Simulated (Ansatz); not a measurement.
**Band gap of FeAs2 (Lollingite) from density functionals to GW**

What gap does each level of theory give for FeAs2 (Lollingite), and in what time?

Main program and level: Ansatz 0.2.0; density functionals, hybrids and G0W0, plane waves, PAW.

**What was measured.**

- Gap 0.2 eV: transport gap from activated resistivity above 200 K, current along a; electrical resistivity, Arrhenius fit; bulk crystal (single crystal grown by chemical vapor transport) (“Huge Thermoelectric Power Factor: FeSb2 versus FeAs2 and RuSb2”, 2009, arxiv:0910.0784).

In doubt: one-shot GW on d or f shells is unsure (step 6), so the values of those runs are not to be relied on.

## (1) The starting structure

The structure is orthorhombic, space group Pnnm (No. 58). Conventional cell: a = 5.301 Å, b = 5.986 Å, c = 2.882 Å, α = 90.00°, β = 90.00°, γ = 90.00°. Fe has 6 As at 2.36 to 2.39 Å nearest. Nearest to As lie 3 Fe at 2.36 to 2.39 Å and 1 As at 2.49 Å. Farther neighbours are not listed.

As a file:

```cif
data_structure
_symmetry_space_group_name_H-M 'P 1'
_symmetry_Int_Tables_number 1
_cell_length_a 5.3012
_cell_length_b 5.9858
_cell_length_c 2.8822
_cell_angle_alpha 90.000
_cell_angle_beta 90.000
_cell_angle_gamma 90.000
_cell_volume 91.46
loop_
_atom_site_label
_atom_site_type_symbol
_atom_site_fract_x
_atom_site_fract_y
_atom_site_fract_z
_atom_site_occupancy
Fe1 Fe 0.00000 0.00000 0.00000 1
Fe2 Fe 0.50000 0.50000 0.50000 1
As3 As 0.17630 0.36240 0.00000 1
As4 As 0.82370 0.63760 0.00000 1
As5 As 0.67630 0.13760 0.50000 1
As6 As 0.32370 0.86240 0.50000 1
```

The cell and positions come from the Crystallography Open Database and are kept as given unless a step says otherwise. The default PAW set here is soft_2. Its files were made with PBE.

## (2) LDA on the 4×4×8 mesh

Levels along a band path and on the mesh show where this functional puts the band edges.

This step: DFT, LDA, plane waves, PAW.

The input, input.yaml:

```yaml
crystal:
  lattice:
    - [5.3012, 0.0, 0.0]
    - [0.0, 5.9858, 0.0]
    - [0.0, 0.0, 2.8822]
  atoms:
    - { symbol: Fe, position: [0.0, 0.0, 0.0] }
    - { symbol: Fe, position: [0.5, 0.5, 0.5] }
    - { symbol: As, position: [0.1763, 0.3624, 0.0] }
    - { symbol: As, position: [0.8237, 0.6376, 0.0] }
    - { symbol: As, position: [0.6763, 0.1376, 0.5] }
    - { symbol: As, position: [0.3237, 0.8624, 0.5] }
kpoints:
  mp_grid: { grid: [4, 4, 8] }
  band_path:
    path:
      - [[0.0, 0.0, 0.0], [0.5, 0.0, 0.0], [0.5, 0.5, 0.0], [0.0, 0.5, 0.0], [0.0, 0.0, 0.0], [0.0, 0.0, 0.5], [0.5, 0.0, 0.5], [0.5, 0.5, 0.5], [0.0, 0.5, 0.5], [0.0, 0.0, 0.5]]
      - [[0.5, 0.0, 0.0], [0.5, 0.0, 0.5]]
      - [[0.0, 0.5, 0.0], [0.0, 0.5, 0.5]]
      - [[0.5, 0.5, 0.0], [0.5, 0.5, 0.5]]
    npoints: 10
hamiltonian:
  xc: lda
scf:
  occupations: { method: fermi_dirac, width: 0.02 }
  n_extra_bands: 6
output:
  eigenvalues: true
  write_density: true
  write_potential: true
  elf: true
  volumetric_format: npy
```

Launch:

```
> ansatz run input.yaml --threads 3 --pin off --max-ram 92160MiB --backend cuda --events-out ev --progress --plain --runs-dir out --devices 1 --max-vram 13GiB  # rebuilt from the run's record
```

Numbers of over 12 decimals in the logs are rounded to 6 here.

The program printed:

```text
scf.n_extra_bands = 6 over 46 filled bands (N_el = 92.0): the run solves 52 bands
GPUs: using 1 of 1 available (devices: 1).
Engine: ansatz 0.2.0, x86_64-unknown-linux-gnu
Pseudopotentials: kind: paw
Pseudopotential: Fe, paw, valence charge 16, recommended cutoff 420 eV (normal), Fe.paw.azcp
Pseudopotential: As, paw, valence charge 15, recommended cutoff 420 eV (normal), As.paw.azcp
Functional definition: SPW92
  exchange = slater_x
  correlation = pw_c
device memory: the entry about to start is reckoned to put 3.5 GiB on a device that reports 42.8 GiB free (of which the cap on the GPU budget leaves the run 13.0 GiB)
GPU FFT provider: cuFFT
GPU libraries: cuBLAS 13.8.2, cuFFT 12.4.0, cuSOLVER 12.3.4
Crystal: 6 atoms, lattice volume = 91.458 Å³
Basis set: ecut = 420 eV, 1781 PW (Γ)
Bands: 52, of which v1, the nominal top of the filled ones, is band 46 counted from 1 (45 counted from 0)
Symmetry: 8 space group operations
Space group: Pnnm (ITA 58), of the structure as read, at distance tolerance 4.5e-5 Å
k-points: 45 of 128
Non-local potential: Fe, projectors of the file, l = 0: 3, l = 1: 2, l = 2: 3, l = 3: 1
Non-local potential: As, projectors of the file, l = 0: 2, l = 1: 2, l = 2: 3, l = 3: 1
PAW form: soft (Blöchl's): semilocal exchange-correlation on the pseudo side does not see the compensation charge
PAW frozen core: Fe, regenerated for the run's functional, and the local potential with it (the file was generated under x = pbe(κ = 0.804, μ = 0.219515), c = pbe(β = 0.066725))
PAW frozen core: As, regenerated for the run's functional, and the local potential with it (the file was generated under x = pbe(κ = 0.804, μ = 0.219515), c = pbe(β = 0.066725))
PAW one-centre angular grid: Fe, 590 points (default); XC on 64 Gauss nodes
PAW one-centre angular grid: As, 590 points (default); XC on 64 Gauss nodes
Initial density: superposition of atomic densities (neutral atoms: chi_scale 0, normalization atom), corrected by the library's trained network
Initial wavefunctions: pseudopotential atomic-orbital guess
GPU buffer pool allocated for 32400 grid points (all kernels)
GPU transforms: local potential and band sums: pruned to the plane-wave sphere, on 36×45×20
Functional: x = slater, c = lda
SCF iter   1: F=—  HF=-27936.834971 eV  |F-HF|=—  |Δ(HF+E_count)|=         —  Δρ=9.14e-3  dr2=3.73e-2  ethr=1.77e-3  ⟨swp⟩=6.1  Hψ=8010  notcnv=0
preconditioner: auto → Resta (q_TF=auto, 2.731 Å⁻¹)  ε∞=13.7  [insulator: Δε(μ)=0.280 eV  Ē_g=6.532 eV  σ=0.020 eV  W_gap=1.00  n_scr=38 (ndim 8)  ℏωp=23.3 eV  f_vac=0.000  D(μ)=0.01/eV (n_scr^D=0)  ε∞_Penn≈13.7]
SCF iter   2: F=—  HF=-27936.828272 eV  |F-HF|=—  |Δ(HF+E_count)|=   6.70e-3  Δρ=3.96e-3  dr2=8.04e-3  ethr=4.06e-5  ⟨swp⟩=2.6  Hψ=3895  notcnv=0
SCF iter   3: F=—  HF=-27936.826044 eV  |F-HF|=—  |Δ(HF+E_count)|=   2.23e-3  Δρ=1.03e-3  dr2=8.75e-4  ethr=8.74e-6  ⟨swp⟩=2.0  Hψ=3409  notcnv=0
SCF iter   4: F=—  HF=-27936.825943 eV  |F-HF|=—  |Δ(HF+E_count)|=   1.01e-4  Δρ=2.66e-4  dr2=7.57e-5  ethr=9.51e-7  ⟨swp⟩=2.0  Hψ=3645  notcnv=0
SCF iter   5: F=—  HF=-27936.825832 eV  |F-HF|=—  |Δ(HF+E_count)|=   1.12e-4  Δρ=1.28e-4  dr2=1.50e-5  ethr=8.23e-8  ⟨swp⟩=2.0  Hψ=3946  notcnv=0
SCF iter   6: F=—  HF=-27936.825829 eV  |F-HF|=—  |Δ(HF+E_count)|=   3.00e-6  Δρ=3.40e-5  dr2=8.53e-7  ethr=1.63e-8  ⟨swp⟩=3.0  Hψ=4115  notcnv=0
SCF iter   7: F=—  HF=-27936.825829 eV  |F-HF|=—  |Δ(HF+E_count)|=   2.47e-8  Δρ=1.44e-5  dr2=1.11e-7  ethr=9.27e-10  ⟨swp⟩=1.2  Hψ=2669  notcnv=0
SCF iter   8: F=-27936.825829 eV  HF=-27936.825829 eV  |F-HF|=1.06e-8  |Δ(HF+E_count)|=   1.70e-8  Δρ=5.97e-6  dr2=1.80e-8  ethr=1.09e-10  ⟨swp⟩=2.6  Hψ=4982  notcnv=0
SCF 1 converged in 8 iterations: F = -27936.825829 eV  dr2 = 1.80e-8
[...]
device memory: the entry about to start is reckoned to put 1.9 GiB on a device that reports 48.4 GiB free (of which the cap on the GPU budget leaves the run 13.0 GiB)
NSCF: frozen V_eff on 124 k-points
SCF converged after 8 iterations
Free energy (F): -27936.825829 eV
Harris-Foulkes:  -27936.825829 eV  (|F-HF|=1.06e-8)
Internal energy: -27936.825803 eV  (E = F + TS)
E sigma→0 (E₀):  -27936.825816 eV
Entropy (-TS):   -0.000025 eV (-0.004 meV/atom)
Fermi energy:    14.369420 eV
--- Per-component energies (eV) ---
  E_band       = -1229.150008
  E_kinetic    = 1130.337792
  E_local      = -10544.478190  (includes V_loc(G=0)·N_el)
  E_nonlocal   = -2220.472549
  E_hartree    = 5362.061766
  E_xc         = -555.830396
  E_vxc        = -629.070083  (∫ρ·V_xc dr)
  E_paw        = -9625.673060  (= ΣΔE_a)
  E_vpaw       = 310.419140  (= ΣTr[D̂ρ^β])
  E_aug_tail   = 0.001579  (compensation charges beyond the density's cutoff)
  E_ewald      = -11491.876738
  E_core_change = 9.103992  (= ΣΔE_core)
  E_smearing   = -0.000025  (= −TS)
  E_closure    = -0.000000  (closes the sum)
  Σ components = -27936.825829   (vs F -27936.825829, Δ=0.00e0)
--- Band table (eV; the first three rows and the last of 45) ---
  k-point 0: bands = [... 42 lower, 13.6811, 14.0329, 14.0883, 14.1682, 15.8382, 16.7028, 18.4355, 18.9435, ... 2 higher]
  k-point 1: bands = [... 42 lower, 13.6676, 13.8620, 13.9628, 14.0369, 15.1978, 15.9386, 17.1827, 18.1454, ... 2 higher]
  k-point 2: bands = [... 42 lower, 13.5362, 13.6139, 13.6411, 13.8260, 14.4913, 15.2452, 15.8747, 16.6293, ... 2 higher]
  k-point 44: bands = [... 42 lower, 13.4362, 13.4362, 14.2059, 14.2059, 14.8032, 14.8032, 16.6758, 16.6758, ... 2 higher]
```

The job ended after 11 s (1 × NVIDIA H100 80GB HBM3 (shared by 6 runs) with 3 threads of AMD EPYC 7R13 (Zen 3), shared host; peak memory 0.97 GiB).

Numbers from this step:

- filled bands: 46
- gap: 0.2385 eV
- valence top at: k = (0.000, 0.500, 0.200)
- conduction bottom at: k = (0.000, 0.000, 0.300)
- least direct gap: 0.4331 eV

Over mesh and path the gap is 0.238 eV, from k = (0.000, 0.500, 0.200) to k = (0.000, 0.000, 0.300). The least direct gap found is 0.433 eV, at k = (0.000, 0.250, 0.250).

## (3) LDA+SOC on the 4×4×8 mesh

This run has two-component orbitals with spin-orbit coupling.

This step: DFT, LDA with spin-orbit coupling, plane waves, PAW.

input.yaml, the sections that differ from step 2:

```yaml
kpoints:
  mp_grid: { grid: [4, 4, 8] }
  band_path:
    path:
      - [0.0, 0.0, 0.0]
      - [0.5, 0.0, 0.0]
      - [0.5, 0.5, 0.0]
      - [0.0, 0.5, 0.0]
      - [0.0, 0.0, 0.5]
      - [0.5, 0.0, 0.5]
      - [0.5, 0.5, 0.5]
      - [0.0, 0.5, 0.5]
      - [0.0, 0.5, 0.2]
      - [0.0, 0.0, 0.3]
      - [0.0, 0.25, 0.25]
    npoints: 1
scf:
  occupations: { method: fermi_dirac, width: 0.02 }
  n_extra_bands: 12
magnetization:
  noncollinear: true
  spin_orbit: true
# crystal, hamiltonian, output: as in step 2
```

The program printed:

```text
[...]
GPUs: using 1 of 1 available (devices: 1).
[...]
non-collinear run that drives no moment, with spin-orbit: no starting moment large enough to seed its density (crystal.atoms[].spin), no starting occupations that ask for one, no magnetisation constraint and no magnetic field, so the semilocal B_xc is pinned to zero
[...]
GPU FFT provider: cuFFT
GPU libraries: cuBLAS 13.8.2, cuFFT 12.4.0, cuSOLVER 12.3.4
Crystal: 6 atoms, lattice volume = 91.458 Å³
Basis set: ecut = 420 eV, 1781 PW (Γ)
Bands: 104, of which v1, the nominal top of the filled ones, is band 92 counted from 1 (91 counted from 0)
Symmetry: 8 space group operations + 8 with time reversal
[...]
k-points: 45 of 128
Projection manifold: j_resolved (fully-relativistic pseudo-atomic orbitals)
[...]
GPU buffer pool allocated for 32400 grid points (all kernels)
[...]
site 2: m = (+0.0000, +0.0000, +0.0000) μB, |m| = 0.0000 μB  (R = 0.97 Å)
  site 3: m = (+0.0000, +0.0000, +0.0000) μB, |m| = 0.0000 μB  (R = 0.97 Å)
  site 4: m = (+0.0000, +0.0000, +0.0000) μB, |m| = 0.0000 μB  (R = 0.97 Å)
  site 5: m = (+0.0000, +0.0000, +0.0000) μB, |m| = 0.0000 μB  (R = 0.97 Å)
Free energy (F): -27937.677942 eV
[...]
Internal energy: -27937.677915 eV  (E = F + TS)
E sigma→0 (E₀):  -27937.677929 eV
Entropy (-TS):   -0.000027 eV (-0.004 meV/atom)
Fermi energy:    14.374010 eV
[...]
--- Band table (eV; the first three rows and the last of 45) ---
  k-point 0: bands = [... 88 lower, 14.0885, 14.0885, 14.1760, 14.1760, 15.8386, 15.8386, 16.7003, 16.7003, ... 8 higher]
  k-point 1: bands = [... 88 lower, 13.9571, 13.9571, 14.0505, 14.0505, 15.1986, 15.1986, 15.9382, 15.9382, ... 8 higher]
  k-point 2: bands = [... 88 lower, 13.6537, 13.6537, 13.8378, 13.8378, 14.4942, 14.4942, 15.2416, 15.2416, ... 8 higher]
  k-point 44: bands = [... 88 lower, 14.2019, 14.2019, 14.2019, 14.2019, 14.8073, 14.8073, 14.8073, 14.8073, ... 8 higher]
[key lines of the parts left out:]
SCF converged after 13 iterations
Magnetization: |M| = 0.0000 μB,  M = (+0.0000, +0.0000, +0.0000) μB
```

It took 14 s on 1 × NVIDIA H100 80GB HBM3 (shared by 6 runs) with 3 threads; peak memory 1.3 GiB.

This step gave:

| Property | Result |
| --- | --- |
| gap | 0.2263 eV |
| valence top at | k = (0.000, 0.500, 0.200) |
| conduction bottom at | k = (0.000, 0.000, 0.300) |
| least direct gap | 0.4334 eV |

Over mesh and listed points the gap is 0.226 eV, from k = (0.000, 0.500, 0.200) to k = (0.000, 0.000, 0.300). The least direct gap found is 0.433 eV, at k = (0.000, 0.250, 0.250). LDA+SOC against LDA: 0.226 − 0.238 = −0.012 eV, with the same mesh, set of files (read in its fully relativistic form for the spin-orbit run) and cutoff, and both edges at the same k points. The spin-orbit run sees mesh and listed points alone, so its gap is an upper bound: the coupling can move an edge off these points, and the change over the zone, its sign included where it is small, is not known.

## (4) r2SCAN on the 4×4×8 mesh

r2SCAN is a meta-GGA: it depends on the kinetic-energy density as well as on the density and its gradient.

This step: DFT, r2SCAN, plane waves, PAW.

input.yaml: that of step 3 with these lines changed.

```diff
@@ -29,14 +29,7 @@
 hamiltonian:
-  xc: lda
+  xc: r2scan
 scf:
-  occupations: { method: fermi_dirac, width: 0.02 }
-  n_extra_bands: 12
-magnetization:
-  noncollinear: true
-  spin_orbit: true
+  occupations: { method: fixed }
+  n_extra_bands: 6
 output:
   eigenvalues: true
-  write_density: true
-  write_potential: true
-  elf: true
-  volumetric_format: npy
```

The program printed:

```text
[...]
GPUs: using 1 of 1 available (devices: 1).
[...]
GPU FFT provider: cuFFT
GPU libraries: cuBLAS 13.8.2, cuFFT 12.4.0, cuSOLVER 12.3.4
Crystal: 6 atoms, lattice volume = 91.458 Å³
Basis set: ecut = 500 eV, 2321 PW (Γ), exchange–correlation on 160×180×96 points (64 copies of the dense FFT grid, shifted against one another)
[...]
--- Band table (eV; the first three rows and the last of 45) ---
  k-point 0: bands = [... 42 lower, 13.7402, 14.0280, 14.1093, 14.2191, 16.2624, 17.0340, 18.8689, 19.4123, ... 2 higher]
  k-point 1: bands = [... 42 lower, 13.7205, 13.8292, 13.9819, 14.1664, 15.5366, 16.3387, 17.5949, 18.5209, ... 2 higher]
  k-point 2: bands = [... 42 lower, 13.5780, 13.6194, 13.6563, 14.0886, 14.8160, 15.6125, 16.3017, 16.9143, ... 2 higher]
  k-point 44: bands = [... 42 lower, 13.4896, 13.4896, 14.2501, 14.2501, 15.2504, 15.2504, 17.1485, 17.1485, ... 2 higher]
[key lines of the parts left out:]
SCF converged after 10 iterations
Free energy (F): -28430.893906 eV
Fermi energy:    14.260819 eV
```

Run time: 7.7 s. Hardware: 1 × NVIDIA H100 80GB HBM3 (shared by 6 runs) with 3 threads; peak memory 1.1 GiB; 6.6 s of CPU time.

This step gave:

| Item | Value |
| --- | --- |
| gap | 0.5328 eV |
| valence top at | k = (0.000, 0.500, 0.200) |
| conduction bottom at | k = (0.000, 0.000, 0.250) |
| least direct gap | 0.6936 eV |

Over mesh and listed points the gap is 0.533 eV, from k = (0.000, 0.500, 0.200) to k = (0.000, 0.000, 0.250). The least direct gap found is 0.694 eV, at k = (0.000, 0.250, 0.250). On the 4×4×8 mesh alone the same run gives 0.555 eV, so that mesh misses an edge of r2SCAN: 0.555 − 0.533 = +0.022 eV. r2SCAN against LDA: 0.533 − 0.238 = +0.295 eV. The runs also differ in plane-wave cutoff (420 eV and 500 eV) and occupations, and the conduction bottom lies at another k point, so how much of this comes from the functional alone is not known.

## (5) HSE06 on the 4×4×6 mesh

HSE06 mixes in a quarter of exact exchange at short range.

This step: DFT, HSE06, plane waves, PAW.

input.yaml: that of step 4 with these lines changed.

```diff
@@ -13,3 +13,3 @@
 kpoints:
-  mp_grid: { grid: [4, 4, 8] }
+  mp_grid: { grid: [4, 4, 6] }
   band_path:
@@ -29,3 +29,3 @@
 hamiltonian:
-  xc: r2scan
+  xc: hse06
 scf:
@@ -35 +35,5 @@
   eigenvalues: true
+  write_density: true
+  write_potential: true
+  elf: true
+  volumetric_format: npy
```

The program printed:

```text
[...]
GPUs: using 1 of 1 available (devices: 1).
[...]
davidson cushion auto → on  (no smearing: the cushion is to keep the highest requested band from converging to the state above it; pin scf.eigensolver.cushion to override)
[...]
GPU FFT provider: cuFFT
GPU libraries: cuBLAS 13.8.2, cuFFT 12.4.0, cuSOLVER 12.3.4
Crystal: 6 atoms, lattice volume = 91.458 Å³
Basis set: ecut = 420 eV, 1781 PW (Γ)
[...]
Fermi energy:    13.881251 eV
[...]
--- Band table (eV; the first three rows and the last of 36) ---
  k-point 0: bands = [... 42 lower, 12.9626, 12.9762, 13.1116, 13.4482, 16.6891, 17.3751, 19.2157, 19.8601, ... 2 higher]
  k-point 1: bands = [... 42 lower, 12.8173, 12.9418, 12.9459, 13.3729, 15.4590, 16.7476, 17.1351, 18.2527, ... 2 higher]
  k-point 2: bands = [... 42 lower, 12.5443, 12.7364, 12.7603, 13.3174, 15.3949, 15.6341, 16.4375, 16.6819, ... 2 higher]
  k-point 35: bands = [... 42 lower, 12.4210, 12.4210, 13.8813, 13.8813, 15.9437, 15.9437, 17.7146, 17.7146, ... 2 higher]
[key lines of the parts left out:]
Free energy (F): -28387.002221 eV
```

It took 43 s on 1 × NVIDIA H100 80GB HBM3 (shared by 6 runs) with 3 threads; peak memory 1.8 GiB.

Numbers from this step:

```yaml
gap: 1.420 eV
valence_top_at: R
conduction_bottom_at: k = (0.000, 0.250, 0.250)
least_direct_gap: 1.707 eV
exact_exchange_fraction: 0.25
```

Over mesh and listed points the gap is 1.420 eV, from k = (0.500, 0.500, 0.500) to k = (0.000, 0.250, 0.250). The least direct gap found is 1.707 eV, at k = (0.000, 0.250, 0.250). On the 4×4×6 mesh alone the same run gives 1.514 eV, so that mesh misses an edge of HSE06: 1.514 − 1.420 = +0.094 eV. HSE06 against r2SCAN: 1.420 − 0.533 = +0.887 eV. The runs also differ in mesh (4×4×8 and 4×4×6) and plane-wave cutoff (500 eV and 420 eV), and the valence top and conduction bottom lie at other k points, so how much of this comes from the functional alone is not known.

## (6) G0W0@LDA, 4×4×6 mesh, 724 empty bands, screening to 230 eV

G0W0 replaces the xc potential by a self-energy built once from the orbitals of the start. Levels are corrected in the window of bands that the input names, at points of the mesh.

This step: G0W0 on LDA, plane waves, PAW.

The input, input.yaml:

```yaml
crystal:
  lattice:
    - [5.3012, 0.0, 0.0]
    - [0.0, 5.9858, 0.0]
    - [0.0, 0.0, 2.8822]
  atoms:
    - { symbol: Fe, position: [0.0, 0.0, 0.0] }
    - { symbol: Fe, position: [0.5, 0.5, 0.5] }
    - { symbol: As, position: [0.1763, 0.3624, 0.0] }
    - { symbol: As, position: [0.8237, 0.6376, 0.0] }
    - { symbol: As, position: [0.6763, 0.1376, 0.5] }
    - { symbol: As, position: [0.3237, 0.8624, 0.5] }
kpoints:
  mp_grid: { grid: [4, 4, 6] }
hamiltonian:
  xc: lda
scf:
  occupations: { method: fixed }
gw:
  n_empty_bands: 724
  ecut_chi: 230.0
  qp_bands: [v2, c2]
  qp_kpoints: band_edges
  screening: { model: contour_deformation }
```

The program printed:

```text
GPUs: using 1 of 1 available (devices: 1).
[...]
GPU FFT provider: cuFFT
GPU libraries: cuBLAS 13.8.2, cuFFT 12.4.0, cuSOLVER 12.3.4
Crystal: 6 atoms, lattice volume = 91.458 Å³
Basis set: ecut = 420 eV, 1781 PW (Γ)
Bands: 56, of which v1, the nominal top of the filled ones, is band 46 counted from 1 (45 counted from 0)
Symmetry: 8 space group operations
[...]
k-points: 36 of 96
[...]
14    45     13.6061   -33.1406     5.2618   -28.6341  0.5962    14.3299    14.3613  root ?
[...]
35    45     14.2046   -22.5429     2.1327   -20.5693  0.7067    14.3629    14.3637  root
    35    46     14.2046   -22.5429     2.1327   -20.5693  0.7067    14.3629    14.3637  root
    35    47     14.7983   -25.4952    -4.3779   -30.7293  0.6171    15.6788    15.6545  root
    35    48     14.7983   -25.4952    -4.3779   -30.7293  0.6171    15.6788    15.6545  root
[key lines of the parts left out:]
SCF converged after 9 iterations
Free energy (F): -27936.816318 eV
Fermi energy:    14.240246 eV
```

Run time: 4.8 min. Hardware: 1 × NVIDIA H100 80GB HBM3 (shared by 6 runs) with 3 threads; peak memory 5.4 GiB; 8.7 min of CPU time.

Numbers from this step:

| Quantity | Value |
| --- | --- |
| bands summed | 770 |
| RPA ε∞ on this mesh (eigenvalues) | 25.89, 28.44, 41.29 |
| plane waves in the screening matrix | 757 |
| G0W0 gap over the corrected points | 0.3436 eV |
| k of the valence top | 0, 0, 0 |
| k of the conduction bottom | 0, 0, 0.1667 |
| starting gap on the mesh | 0.2540 eV |
| Z at the valence top | 0.6078 |
| Z at the conduction bottom | 0.6760 |
| least direct G0W0 gap over the corrected points | 0.5977 eV |

Over all 36 irreducible mesh points the G0W0 gap is 0.344 eV, from k = Γ to k = (0.000, 0.000, 0.167). The LDA gap of this run on the mesh is 0.254 eV. Other states bound it: the two that bound the G0W0 gap lie 0.613 eV apart in LDA, so state for state the correction is 0.344 − 0.613 = −0.269 eV, while gap against gap it is 0.344 − 0.254 = +0.090 eV. The program marks 2 of the 144 corrected levels as in doubt (Z under floor), neither edge state among them.

[end of part 1 of 2]

[Paths, hosts, dates, memory and timing lines, banners, echoed tables and standing remarks are left out of the program output.]

[Logs are printed without paths, hosts, clocks, repeated set-up lines and the standing remarks that a program may print on its own settings, such as how far it seeks lower states.]

[Runs of the session that timed out or met a known fault of the program may be left out.]

[Cells called generated may have been cut or substituted from an entry of the Crystallography Open Database or the Materials Project.]

[Hosts, paths, dates, database ids (printed as entryN), source tags and the programs' standing remarks are cut or masked in the printed files.]

[Where an RPA ε∞ is given, it is that of the G0W0 mesh and is not shown converged in it. Names of k-points follow the symmetry that the program found, which can be lower than the space group named. Band edges on a path are those of the sampled points; other points can move an edge, and change direct to indirect where valleys lie close.]

[Hybrid gaps are those of their k-mesh and are not shown converged in it.]
